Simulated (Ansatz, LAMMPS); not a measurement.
# Ionic liquid triethylsulfonium TFSI- with water, from a frame at 300 K (120 atoms): geometry optimisation, part 3 of 4

Aim: bring ionic liquid triethylsulfonium TFSI- with water, from a frame at 300 K (120 atoms) to a nearby minimum of the energy and see what moves.

Ansatz 0.2.0; Kohn-Sham DFT, PBE+D4, PAW (set soft_2), plane waves.

The cell: 24 C, 9 S, 51 H, 3 N, 15 O and 18 F. The network of contacts between molecules at the start is that of the classical potential that made the cell. Sampling is at Γ alone, for a cell whose shortest periodic width is 11 Å.

So far, density (g/cm³): step 5 (local order after relaxation) 1.50.

## 6. Single point at the relaxed geometry

One more single point at the end of the walk gives the fuller output and checks the residual forces.

input.yaml

```yaml
crystal:
  lattice:
    - [11.79877, -0.38903, 0.12288]
    - [-0.38903, 10.66494, 0.62475]
    - [0.12288, 0.62475, 11.05087]
  atoms:
    - { symbol: C, position: [0.34719, 0.14642, 0.77592] }
    - { symbol: C, position: [0.2283, 0.08279, 0.77203] }
    - { symbol: S, position: [0.22681, 0.9128, 0.81303] }
    - { symbol: C, position: [0.07503, 0.86681, 0.82728] }
    - { symbol: C, position: [0.02578, 0.90239, 0.9454] }
    - { symbol: C, position: [0.26959, 0.85717, 0.67032] }
    - { symbol: C, position: [0.28869, 0.71714, 0.68876] }
    - { symbol: H, position: [0.38281, 0.12834, 0.86655] }
    - { symbol: H, position: [0.40602, 0.11709, 0.70835] }
    - { symbol: H, position: [0.34245, 0.24872, 0.75533] }
    - { symbol: H, position: [0.17019, 0.1152, 0.83858] }
    - { symbol: H, position: [0.19051, 0.09744, 0.68215] }
    - { symbol: H, position: [0.03501, 0.90959, 0.74556] }
    - { symbol: H, position: [0.06901, 0.76411, 0.8253] }
    - { symbol: H, position: [0.03687, 0.0041, 0.95196] }
    - { symbol: H, position: [0.06202, 0.85071, 0.02487] }
    - { symbol: H, position: [0.93435, 0.87652, 0.94484] }
    - { symbol: H, position: [0.20288, 0.87898, 0.6051] }
    - { symbol: H, position: [0.34808, 0.91499, 0.6413] }
    - { symbol: H, position: [0.35602, 0.69638, 0.75336] }
    - { symbol: H, position: [0.31439, 0.68815, 0.60097] }
    - { symbol: H, position: [0.21094, 0.65956, 0.72034] }
    - { symbol: C, position: [0.56357, 0.83328, 0.3704] }
    - { symbol: C, position: [0.63031, 0.82539, 0.25286] }
    - { symbol: S, position: [0.53448, 0.83298, 0.12612] }
    - { symbol: C, position: [0.46231, 0.67552, 0.14595] }
    - { symbol: C, position: [0.39523, 0.64946, 0.03467] }
    - { symbol: C, position: [0.62374, 0.83085, 0.99041] }
    - { symbol: C, position: [0.56838, 0.9006, 0.88194] }
    - { symbol: H, position: [0.49632, 0.75719, 0.38841] }
    - { symbol: H, position: [0.52644, 0.92432, 0.37058] }
    - { symbol: H, position: [0.62237, 0.82249, 0.44563] }
    - { symbol: H, position: [0.6736, 0.7378, 0.25461] }
    - { symbol: H, position: [0.69162, 0.90684, 0.22891] }
    - { symbol: H, position: [0.40671, 0.67456, 0.22673] }
    - { symbol: H, position: [0.52759, 0.60857, 0.1667] }
    - { symbol: H, position: [0.34542, 0.55903, 0.05512] }
    - { symbol: H, position: [0.33501, 0.72147, 0.01155] }
    - { symbol: H, position: [0.45108, 0.6421, 0.95588] }
    - { symbol: H, position: [0.7037, 0.88163, 0.01003] }
    - { symbol: H, position: [0.6383, 0.73262, 0.97941] }
    - { symbol: H, position: [0.48329, 0.85858, 0.8661] }
    - { symbol: H, position: [0.62187, 0.89697, 0.80062] }
    - { symbol: H, position: [0.56209, 0.0001, 0.89493] }
    - { symbol: C, position: [0.19542, 0.3628, 0.54298] }
    - { symbol: C, position: [0.18056, 0.40304, 0.40873] }
    - { symbol: S, position: [0.12973, 0.27067, 0.33033] }
    - { symbol: C, position: [0.12955, 0.34188, 0.17294] }
    - { symbol: C, position: [0.24002, 0.32322, 0.10648] }
    - { symbol: C, position: [0.98003, 0.24979, 0.37673] }
    - { symbol: C, position: [0.91494, 0.15461, 0.3078] }
    - { symbol: H, position: [0.22449, 0.44655, 0.5853] }
    - { symbol: H, position: [0.11616, 0.32361, 0.58991] }
    - { symbol: H, position: [0.2612, 0.29533, 0.55584] }
    - { symbol: H, position: [0.12027, 0.47608, 0.39144] }
    - { symbol: H, position: [0.26225, 0.43773, 0.3639] }
    - { symbol: H, position: [0.05726, 0.29388, 0.13233] }
    - { symbol: H, position: [0.11347, 0.44167, 0.17406] }
    - { symbol: H, position: [0.25241, 0.22278, 0.10467] }
    - { symbol: H, position: [0.23537, 0.36677, 0.01211] }
    - { symbol: H, position: [0.31455, 0.36638, 0.14758] }
    - { symbol: H, position: [0.98201, 0.21623, 0.47405] }
    - { symbol: H, position: [0.94533, 0.34279, 0.36632] }
    - { symbol: H, position: [0.82871, 0.1403, 0.34765] }
    - { symbol: H, position: [0.95243, 0.0633, 0.31601] }
    - { symbol: H, position: [0.90758, 0.18839, 0.21141] }
    - { symbol: "N", position: [0.01592, 0.77692, 0.31253] }
    - { symbol: S, position: [0.14852, 0.76461, 0.29299] }
    - { symbol: O, position: [0.16538, 0.71343, 0.17839] }
    - { symbol: O, position: [0.20996, 0.714, 0.39779] }
    - { symbol: C, position: [0.20934, 0.9332, 0.26169] }
    - { symbol: F, position: [0.22266, 0.985, 0.36584] }
    - { symbol: F, position: [0.14194, 0.00444, 0.18916] }
    - { symbol: F, position: [0.31175, 0.93646, 0.20479] }
    - { symbol: S, position: [0.95766, 0.79624, 0.44001] }
    - { symbol: O, position: [0.02685, 0.86428, 0.52185] }
    - { symbol: O, position: [0.84464, 0.83707, 0.41428] }
    - { symbol: C, position: [0.92939, 0.63081, 0.52] }
    [... 36 atom lines left out ...]
    - { symbol: O, position: [0.74857, 0.07476, 0.07007] }
    - { symbol: H, position: [0.82447, 0.09577, 0.03441] }
    - { symbol: H, position: [0.71737, 0.15733, 0.0599] }
    - { symbol: O, position: [0.75241, 0.97543, 0.59542] }
    - { symbol: H, position: [0.77778, 0.93741, 0.52418] }
    - { symbol: H, position: [0.68354, 0.01704, 0.5723] }
kpoints:
  mp_grid: { grid: [1, 1, 1] }
hamiltonian:
  xc: pbe
  dispersion: d4
scf:
  occupations: { method: fixed }
output:
  forces: true
  stress: true
  populations: true
  dos:
    method: { smearing: { sigma: 0.1 } }
    de: 0.1
    projected: { site_lists: { C: [C], F: [F], H: [H], "N": ["N"], O: [O] } }
  eigenvalues: true
  write_density: true
  write_potential: true
  volumetric_format: npy
```

On the command line:

```
$ ansatz run input.yaml --threads 4 --pin off --max-ram 8192MiB --backend cpu --events-out ev --progress --plain --runs-dir out
```

Numbers of over 12 decimals in the logs are rounded to 6 here.

The log of the run:

```text
[...]
Crystal: 120 atoms, lattice volume = 1384.068 Å³
Basis set: ecut = 420 eV, 27057 PW (Γ), exchange–correlation on 160×144×150 points (8 copies of the dense FFT grid, shifted against one another)
Bands: 336, of which v1, the nominal top of the filled ones, is band 216 counted from 1 (215 counted from 0)
Symmetry: 1 space group operations
[...]
k-points: 1
[...]
SCF iter   1: F=—  HF=-39159.446015 eV  |F-HF|=—  |Δ(HF+E_count)|=         —  Δρ=5.54e-3  dr2=4.73e-1  ethr=1.77e-3  ⟨swp⟩=5.0  Hψ=1251  notcnv=0  defer=117
[...]
SCF iter  10: F=-39159.310435 eV  HF=-39159.310435 eV  |F-HF|=4.58e-8  |Δ(HF+E_count)|=   2.17e-9  Δρ=2.26e-6  dr2=6.50e-8  ethr=2.31e-11  ⟨swp⟩=21.0  Hψ=3209  notcnv=0
SCF 1 converged in 10 iterations: F = -39159.310435 eV  dr2 = 6.50e-8
[...]
WARN: The input density's exchange-correlation potential varies sharply where the density is thin. Do not read a vacuum level from v_tot or v_xc, or from such a field of the output density. On a cell that repeats whose density bears no net charge and no dipole along the vacuum's axis use v_es (v_loc + v_h of the components); [...]
SCF converged after 10 iterations
Free energy (F): -39159.310435 eV
[...]
Internal energy: -39159.310435 eV  (E = F + TS)
E sigma→0 (E₀):  -39159.310435 eV
Fermi energy:    -0.210107 eV
[...]
--- Forces (eV/Å), atoms counted from 1 ---
  atom   1  C     -0.00172015     0.00111732     0.00194366
  atom   2  C      0.00192321     0.00341406    -0.00142984
  atom   3  S      0.00017187    -0.00394702     0.00587292
  atom   4  C     -0.00298570     0.00158166    -0.00108870
  atom   5  C     -0.00290837    -0.00022310    -0.00240750
  atom   6  C     -0.00126787    -0.00524674    -0.00192591
  atom   7  C     -0.00226202    -0.00101001     0.00464174
  atom   8  H     -0.00115551     0.00009060    -0.00511314
  atom   9  H     -0.00093441    -0.00082655     0.00077384
  atom  10  H      0.00116254    -0.00270018     0.00141767
  atom  11  H      0.00092059    -0.00088598    -0.00176545
  atom  12  H      0.00031314    -0.00192186     0.00035799
  atom  13  H      0.00118600     0.00045599     0.00358912
  atom  14  H      0.00087735    -0.00110340     0.00016913
[...]
atom 119  H     -0.02000895     0.02043369     0.01897316
  atom 120  H      0.04559422    -0.02167561     0.00988659
  max |Σ_I F_I| component: 1.55e-4 eV/Å
--- Stress (GPa, compression-positive) ---
        0.010988      -0.003924       0.010810
       -0.003924      -0.025454       0.022711
        0.010810       0.022711      -0.022983
  P = ⅓ Tr σ = -0.0125 GPa (-0.125 kbar)
--- Band table (eV) ---
[...]
--- Löwdin populations: 120 sites ---
  site symbol       q [e]
     0      C      4.4587
     1      C      4.3417
     2      S      5.2394
[...]
119      H      0.6015
  spilling = 0.015286 (of n_electrons = 432.000000)
```

The job ended after 26 s (4 threads of AMD EPYC 7R43, shared host; peak memory 1.7 GiB; 95 s of CPU time).

The program notes that the exchange-correlation potential is rough where the density is thin.

Read from the output:

```yaml
free_energy: -39159.3104 eV
free_energy_per_atom: -326.3276 eV/atom
scf_cycles: 10
pressure: -0.01248 GPa
r_m_s_force_component: 0.00657 eV/Å
longest_force: 0.05144 eV/Å
fermi_energy: -0.2101 eV
spacing_of_highest_filled_and_lowest_empty_level: 4.798 eV
spilling_of_the_projection: 0.01529
```

Löwdin charges by element and coordination (they lack the spilled electrons, 0.055 e an atom on average):

```
element  coordination  atoms  mean charge (e)  spread   least    most
      C           all     24           -0.131   0.464  -0.459   0.677
      F           all     18           -0.213  0.0097  -0.227  -0.194
      H           all     51            0.234  0.0612   0.166   0.404
      N           all      3           -0.904  0.0095  -0.917  -0.895
      O           all     15           -0.731  0.0108  -0.748  -0.707
      O             1     12           -0.732  0.0097  -0.748  -0.713
      O             2      3           -0.724  0.0126  -0.736  -0.707
      S           all      9             1.70   0.660   0.761    2.18
      S             3      3            0.771  0.0072   0.761   0.776
      S             4      6             2.17  0.0072    2.16    2.18
```

Density of states as counts of states in windows of 1 eV (from the Fermi level), total and the larger projections:

```
from (eV)  to (eV)  total   F p   C p   O p  H s
      -10       -9   19.5   3.0   4.1   0.4  3.8
       -9       -8   34.1  17.8   6.8   0.4  1.7
       -8       -7    2.7   0.4   0.1   1.0  0.1
       -7       -6   21.7   1.2   5.8   5.9  3.1
       -6       -5   53.4  22.6  11.3   7.4  4.9
       -5       -4   47.8  29.5   6.2   5.5  1.9
       -4       -3   45.2  12.5  17.0   4.6  7.5
       -3       -2   37.5   0.4  11.6  12.5  7.8
       -2       -1   37.7   2.0   3.2  23.1  1.5
       -1        0   17.3   0.6   0.6  10.8  0.0
        0        1    0.6   0.0   0.0   0.6  0.0
        1        4    0.0   0.0   0.0   0.0  0.0
        4        5    6.3   0.0   1.7   0.0  0.5
```

With fixed occupations the program's Fermi level is the highest filled level; weight inside the gap is the broadening of levels at its edges.

Between -26 and -10 eV lie 102 more states.

Not all projections were asked for or kept, so they needn't add up to the total.

The levels nearest the highest filled one (over half full), pooled over k-points and spins:

```
level less the highest filled one (eV)  occupation
                                -0.512           2
                                -0.454           2
                                -0.420           2
                                -0.391           2
                                -0.376           2
                                     0           2
                                  4.80           0
                                  4.94           0
                                  4.97           0
                                  5.06           0
                                  5.14           0
                                  5.37           0
```

Electrostatic potential energy in the ac plane at fractional y = 0.324, with atoms of C and H and N and F and O and S within 0.2 Å of it. With pseudopotentials it is smooth inside the atoms' cores, unlike the true potential.

Ten even steps from '0' (-39 eV) to '9' (7 eV), each cell a mean:
```
899999999999999999999952279998877
489999999999999999999998899987311
167899999999999999999999999985010
132499999999999999999999999985100
654699999999999999999999999987544
899999999999999999999999999877778
999999999999999999999999999875689
999999999999999999999999999820179
999889999999999999999999999810069
998216567899999999999999999964599
998653024589999535899999999999999
999986347899997100588999999999999
999988889999998302567865899999999
898887789999999877767843699999988
788655789999999998888987999999636
786312589999999998889999999999746
886312589999999986789999999999988
988655789999999820169999999999999
997424789999999820059999999999999
986000677888999975699999999999999
864313410368999999999999999999999
987887400179999999999999999999999
999999743689999999999974589999999
999999877899999999999920059999999
```
Columns run along a (11.8 Å; values clipped at the 3rd and 97th percentile), rows up along c (11.1 Å). Atoms in or near the plane, at fractional coordinates: C at (0.13, 0.17), C at (0.24, 0.11), H at (0.12, 0.59), H at (0.95, 0.37), N at (0.49, 0.50), F at (0.53, 0.23), O at (0.71, 0.00), S at (0.96, 0.87), F at (0.89, 0.65).

Valence density in the ac plane at fractional y = 0.324, with atoms of C and H and N and F and O and S within 0.2 Å of it. It is the smooth field of the valence electrons, not physical close to the nuclei.

Values in units of 1e0 e/Å³, 13 rows by 16 columns, each cell a mean:
```
0.3 0.1 0.0 0.1 0.1 0.0 0.0 0.0 0.0 0.0 0.4 2.1 0.6 0.1 0.4 0.8
1.3 1.2 0.2 0.0 0.0 0.0 0.0 0.0 0.0 0.0 0.0 0.1 0.1 0.1 0.7 0.7
1.1 1.5 0.2 0.0 0.0 0.0 0.0 0.0 0.0 0.0 0.0 0.0 0.1 0.2 0.7 0.8
0.1 0.1 0.0 0.0 0.0 0.1 0.0 0.0 0.0 0.0 0.0 0.0 0.1 0.5 1.3 0.3
0.0 0.2 0.3 0.2 0.1 0.0 0.0 0.0 0.0 0.0 0.0 0.0 0.1 2.2 7.4 0.7
0.0 0.5 1.4 1.3 0.8 0.1 0.1 0.9 0.9 0.2 0.0 0.0 0.0 0.3 0.8 0.1
0.0 0.1 0.5 0.8 0.3 0.0 0.2 2.3 2.4 0.6 0.5 0.8 0.1 0.0 0.0 0.1
0.3 0.3 0.7 0.4 0.1 0.0 0.1 0.3 0.5 0.4 0.8 1.6 0.2 0.0 0.2 0.7
0.5 0.7 1.1 0.4 0.1 0.0 0.0 0.1 0.3 0.2 0.1 0.1 0.0 0.0 0.3 1.0
0.1 0.6 1.0 0.3 0.0 0.0 0.0 0.7 6.0 1.5 0.0 0.0 0.0 0.0 0.0 0.1
0.3 1.3 1.5 0.8 0.6 0.3 0.0 0.4 3.0 0.8 0.0 0.0 0.0 0.0 0.0 0.0
0.3 0.8 0.8 1.5 1.5 0.4 0.0 0.0 0.0 0.0 0.1 0.2 0.1 0.0 0.0 0.0
0.1 0.1 0.1 0.8 0.6 0.1 0.0 0.0 0.0 0.0 0.8 3.9 0.9 0.1 0.1 0.2
```
Columns run along a (11.8 Å), rows up along c (11.1 Å). Atoms in or near the plane, at fractional coordinates: C at (0.13, 0.17), C at (0.24, 0.11), H at (0.12, 0.59), H at (0.95, 0.37), N at (0.49, 0.50), F at (0.53, 0.23), O at (0.71, 0.00), S at (0.96, 0.87), F at (0.89, 0.65).

Mean Löwdin charges: C -0.13, F -0.21, H +0.23, N -0.90, O -0.73, S +1.70 e (they miss 1.5 % of the electrons, so they add up to more than the cell's charge).

[end of part 3 of 4]

[Logs are printed without paths, hosts, clocks, repeated set-up lines and the standing remarks that a program may print on its own settings, such as how far it seeks lower states.]

[Hosts, paths, dates, database ids (printed as entryN), source tags and the programs' standing remarks are cut or masked in the printed files.]
